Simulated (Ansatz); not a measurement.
# CsAgMoO4 (built on the sites of a database entry of CsLiMoO4): phonons and vibrational spectra, part 2 of 4

How does CsAgMoO4 (built on the sites of a database entry of CsLiMoO4) vibrate, and is this structure a minimum?

Ansatz 0.2.0; DFT PBEsol, scalar-relativistic, plane waves, PAW.

So far. Step 4 (Tight relaxation): The largest force component left is 0.66 meV/Å and the pressure is 0.009 GPa, within the tolerances set. The cell now holds 27.20 Å³/atom. The relaxed cell has a = 9.132 Å (conventional setting).

The structure was built from a prototype and need not be the compound's stable phase.

## Step 5: Linear response at the zone centre

The zone centre comes first: it holds the modes that light can see, as far as symmetry allows. The response to a homogeneous field gives the Born charges and the dielectric tensor.

File input.yaml:

```yaml
crystal:
  lattice:
    - [0.0, 4.5658374057, 4.5658374057]
    - [4.5658374057, 0.0, 4.5658374057]
    - [4.5658374057, 4.5658374057, 0.0]
  atoms:
    - { symbol: Cs, position: [0.75, 0.75, 0.75] }
    - { symbol: Ag, position: [0.5, 0.5, 0.5] }
    - { symbol: Mo, position: [0.25, 0.25, 0.25] }
    - { symbol: O, position: [0.9148221723, 0.3617259426, 0.3617259426] }
    - { symbol: O, position: [0.3617259426, 0.3617259426, 0.9148221723] }
    - { symbol: O, position: [0.3617259426, 0.9148221723, 0.3617259426] }
    - { symbol: O, position: [0.3617259426, 0.3617259426, 0.3617259426] }
kpoints:
  mp_grid: { grid: [4, 4, 4] }
hamiltonian:
  xc: pbesol
scf:
  occupations: { method: fixed }
output:
  eigenvalues: true
phonons:
  method: dfpt
  dielectric: true
  rigid_motions: translations
```

The run is started by

```bash
$ ansatz run input.yaml --threads 8 --pin off --max-ram 14336MiB --backend cpu --events-out ev --progress --plain --runs-dir out
```

Numbers of over 12 decimals in the logs are rounded to 6 here.

The program printed:

```text
[...]
Crystal: 7 atoms, lattice volume = 190.367 Å³
Basis set: ecut = 420 eV, 3719 PW (Γ), exchange–correlation on 90×90×90 points (8 copies of the dense FFT grid, shifted against one another)
Bands: 40, of which v1, the nominal top of the filled ones, is band 33 counted from 1 (32 counted from 0)
Symmetry: 24 space group operations
k-points: 24 of 64 (irreducible under 2 space group operations, time reversal used)
[...]
SCF iter   1: F=—  HF=-20249.804461 eV  |F-HF|=—  |Δ(HF+E_count)|=         —  Δρ=9.64e-3  dr2=1.91e-1  ethr=1.77e-3  ⟨swp⟩=4.9  Hψ=3461  notcnv=0  defer=114
[...]
SCF iter  10: F=-20249.771373 eV  HF=-20249.771373 eV  |F-HF|=2.55e-11  |Δ(HF+E_count)|=  7.71e-10  Δρ=1.43e-7  dr2=4.16e-11  ethr=1.00e-12  ⟨swp⟩=13.8  Hψ=5821  notcnv=0
SCF 1 converged in 10 iterations: F = -20249.771373 eV  dr2 = 4.16e-11
[...]
NSCF: frozen V_eff on 1 k-points
DFPT response loops at Γ: preconditioner auto → none (the input reference at scf.mixing.eps_inf says where Resta's filter doesn't serve); β = 0.50; Broyden in place of MSR1
SCF converged after 10 iterations
Free energy (F): -20249.771373 eV
[...]
Internal energy: -20249.771373 eV  (E = F + TS)
E sigma→0 (E₀):  -20249.771373 eV
Fermi energy:    2.921327 eV
[...]
--- Band table (eV; the first three rows and the last of 24) ---
  k-point 0: bands = [... 29 lower, 1.5935, 2.1264, 2.1264, 2.1264, 5.7959, 6.7252, 6.7252, 8.5739, ... 3 higher]
  k-point 1: bands = [... 29 lower, 1.8104, 2.4805, 2.4805, 2.5308, 6.2178, 6.6963, 6.6963, 7.9408, ... 3 higher]
  k-point 2: bands = [... 29 lower, 1.8346, 2.7623, 2.7623, 2.9186, 6.6680, 6.6680, 6.7188, 7.6435, ... 3 higher]
  k-point 23: bands = [... 29 lower, 1.8346, 2.7623, 2.7623, 2.9186, 6.6680, 6.6680, 6.7188, 7.6435, ... 3 higher]
--- Phonons (Γ-DFPT): 4 representative perturbations + reference, on 24 of 64 k-points (Σ response iterations 15) ---
  k mesh reduced under 2 symmetry operations, with k and −k counted as one. Each operation leaves every solved perturbation unchanged. A smaller set is not considered because the run solves the response to a homogeneous field
  ASR residual: 9.928e-5 → 0.000e0 eV/Å²; symmetrization residual: 6.103e-6 eV/Å²
  ASR residual per site (eV/Å²): 1.03e-5 9.93e-5 1.69e-5 8.34e-5 8.34e-5 8.34e-5 8.34e-5
  Γ frequencies (cm⁻¹): -102.01 -102.01 -102.01 -28.04 -28.04 -28.04 0.00 0.00 0.00 116.51 116.51 116.51 268.34 268.34 312.46 312.46 312.46 849.49 849.49 849.49 921.44
  ε∞ (high-frequency dielectric tensor):
        2.937276    -0.000000    -0.000000
        0.000000     2.937276     0.000000
        0.000000     0.000000     2.937276
  softest optical mode at Γ: -102.01 cm⁻¹; the repairs (sum rule, projections) moved no ω² at Γ by more than (1.91 cm⁻¹)²
  Born effective charges Z* (e; rows j = field, columns β = displacement):
    site 0:
         1.31528   -0.00000    0.00000
        -0.00000    1.31528   -0.00000
        -0.00000    0.00000    1.31528
    site 1:
         1.15862   -0.00000    0.00000
        -0.00000    1.15862   -0.00000
        -0.00000    0.00000    1.15862
    site 2:
         3.56188   -0.00000   -0.00000
        -0.00000    3.56188   -0.00000
        -0.00000    0.00000    3.56188
    site 3:
        -1.50894    0.96460    0.96460
         0.96460   -1.50894   -0.96460
         0.96460   -0.96460   -1.50894
    site 4:
        -1.50894   -0.96460    0.96460
        -0.96460   -1.50894    0.96460
         0.96460    0.96460   -1.50894
    site 5:
        -1.50894    0.96460   -0.96460
         0.96460   -1.50894    0.96460
        -0.96460    0.96460   -1.50894
    site 6:
        -1.50894   -0.96460   -0.96460
        -0.96460   -1.50894   -0.96460
        -0.96460   -0.96460   -1.50894
  Z* charge neutrality: 5.418e-5 e pre-enforcement
  k-mesh period / interband length: 25.8 Å / 1.23 Å = 21.01 at k = (0.0000, 0.0000, -0.5000), direct gap 3.749 eV — 14 or more, which is no proof of convergence
  optical modes at Γ without the LO–TO term, one row a degenerate level:
      ω (cm⁻¹)  modes    IR ((D/Å)²/amu)
       -102.01      3             0.0000
        -28.04      3             1.7193
        116.51      3             2.6550
        268.34      2             0.0000
        312.46      3             0.3179
        849.49      3            77.8231
        921.44      1             0.0000
  optical modes at Γ + LO–TO along q̂ = [1.0000, 0.0000, 0.0000]:
      ω (cm⁻¹)  modes    IR ((D/Å)²/amu)
       -102.01      3             0.0000
        -28.04      2             1.1462
         27.74      1             0.2837
        116.51      2             1.7700
        129.92      1             0.8284
        268.34      2             0.0000
        312.46      2             0.2119
        313.05      1             0.0881
        849.49      2            51.8821
[...]
optical modes at Γ + LO–TO along q̂ = [0.0000, 1.0000, 0.0000]:
      ω (cm⁻¹)  modes    IR ((D/Å)²/amu)
[...]
921.44      1             0.0000
  optical modes at Γ + LO–TO along q̂ = [0.0000, 0.0000, 1.0000]:
      ω (cm⁻¹)  modes    IR ((D/Å)²/amu)
       -102.01      3             0.0000
        -28.04      2             1.1462
         27.74      1             0.2837
        116.51      2             1.7700
        129.92      1             0.8284
        268.34      2             0.0000
        312.46      2             0.2119
        313.05      1             0.0881
        849.49      2            51.8821
        906.27      1            26.3048
        921.44      1             0.0000
```

Run time: 13 s. Hardware: 8 threads of Intel Xeon 6975P-C (Granite Rapids), shared host; peak memory 1.5 GiB; 91 s of CPU time.

Numbers from this step:

| Property | Result |
| --- | --- |
| sum-rule residual before enforcement | 9.93e-5 eV/Å² |
| miss of the charge sum rule | 5.42e-5 e |
| point group | -43m |
| highest optical mode at the zone centre (no LO-TO term) | 921.4 cm⁻¹ |
| lowest optical zone-centre mode | -102.0 cm⁻¹ |
| mean high-frequency dielectric constant | 2.937 |
| largest Born charge (third of the trace) | 3.562 e |
| top of the zone-centre spectrum with the field | 921.4 cm⁻¹ |

Without the LO-TO term. Patterns of degenerate modes are one choice out of their space. The modes at Γ (shares of kinetic energy by element, %) (negative means imaginary):

```
mode  frequency (cm⁻¹)  symmetry  Cs %  Ag %  Mo %  O %
   1            -102.0        T1     0     0     0  100
   2            -102.0        T1     0     0     0  100
   3            -102.0        T1     0     0     0  100
   4             -28.0        T2    67    10    13   11
   5             -28.0        T2    67    10    13   11
   6             -28.0        T2    66    10    13   11
   7               0.0  acoustic    33    27    24   16
   8               0.0  acoustic    33    27    24   16
   9               0.0  acoustic    33    27    24   16
  10             116.5        T2     0    61    15   24
  11             116.5        T2     0    61    15   24
  12             116.5        T2     0    61    15   24
  13             268.3         E     0     0     0  100
  14             268.3         E     0     0     0  100
  15             312.5        T2     0     2    30   68
  16             312.5        T2     0     2    30   68
  17             312.5        T2     0     2    30   68
  18             849.5        T2     0     0    19   81
  19             849.5        T2     0     0    19   81
  20             849.5        T2     0     0    19   81
  21             921.4        A1     0     0     0  100
```

Displacements in mode 2 (-102.0 cm⁻¹), the largest set to 1:
```
Cs1  0.00  0.00  0.00
Ag2  0.00  0.00  0.00
Mo3  0.00  0.00  0.00
O4   0.71 -0.16  0.86
O5   0.14  0.16  0.29
O6  -0.14 -1.00 -0.86
O7  -0.71  1.00 -0.29
```

Displacements in mode 20 (849.5 cm⁻¹), the largest set to 1:
```
Cs1  0.00  0.00  0.00
Ag2  0.00 -0.01 -0.01
Mo3  0.00 -0.39 -0.27
O4  -0.96  1.00  0.99
O5   0.17  0.21 -0.14
O6  -0.17  0.21 -0.14
O7   0.96  1.00  0.99
```

Optical modes at the zone centre, without and with the macroscopic field of the longitudinal modes; each column is sorted by frequency, so a row need not hold one and the same mode. Modes with and without the field, by row:

```
rank among optical modes  no field (cm⁻¹)  q along (1, 0, 0) (cm⁻¹)
                       1             -102                      -102
                       2             -102                      -102
                       3             -102                      -102
                       4              -28                       -28
                       5              -28                       -28
                       6              -28                      27.7
                       7            116.5                     116.5
                       8            116.5                     116.5
                       9            116.5                     129.9
                      10            268.3                     268.3
                      11            268.3                     268.3
                      12            312.5                     312.5
                      13            312.5                     312.5
                      14            312.5                     313.1
                      15            849.5                     849.5
                      16            849.5                     849.5
                      17            849.5                     906.3
                      18            921.4                     921.4
```

Born charge (rows field, columns displacement) (e), principal values of the symmetric part by kind of site:

```
atom  atoms with these values    low  middle   high   mean
 Cs1                        1   1.32    1.32   1.32   1.32
 Ag2                        1   1.16    1.16   1.16   1.16
 Mo3                        1   3.56    3.56   3.56   3.56
  O4                        4  -3.44   -0.54  -0.54  -1.51
```

In full for Mo3:

```
3.56 0.00 0.00
0.00 3.56 0.00
0.00 0.00 3.56
```

High-frequency dielectric tensor:

```
2.94 0.00 0.00
0.00 2.94 0.00
0.00 0.00 2.94
```

Transverse modes; imaginary modes are left out. Lines of the infrared spectrum (strongest = 100):

```
position (cm⁻¹)  label  relative intensity
            116     T2                 3.4
            268      E                 0.0
            312     T2                 0.4
            850     T2                 100
            921     A1                 0.0
```

Before it was imposed, the acoustic sum rule was missed by 9.9e-5 eV/Å² and the charge sum rule by 5.4e-5 e. Small misses are needed for a sound result but don't prove that mesh and cutoff are converged. The lowest optical mode is imaginary, 102.0i cm⁻¹, so the energy falls along it.

(Part 2 of 4 ends here.)

[Logs are printed without paths, hosts, clocks, repeated set-up lines and the standing remarks that a program may print on its own settings, such as how far it seeks lower states.]

[Hosts, paths, dates, database ids (printed as entryN), source tags and the programs' standing remarks are cut or masked in the printed files.]
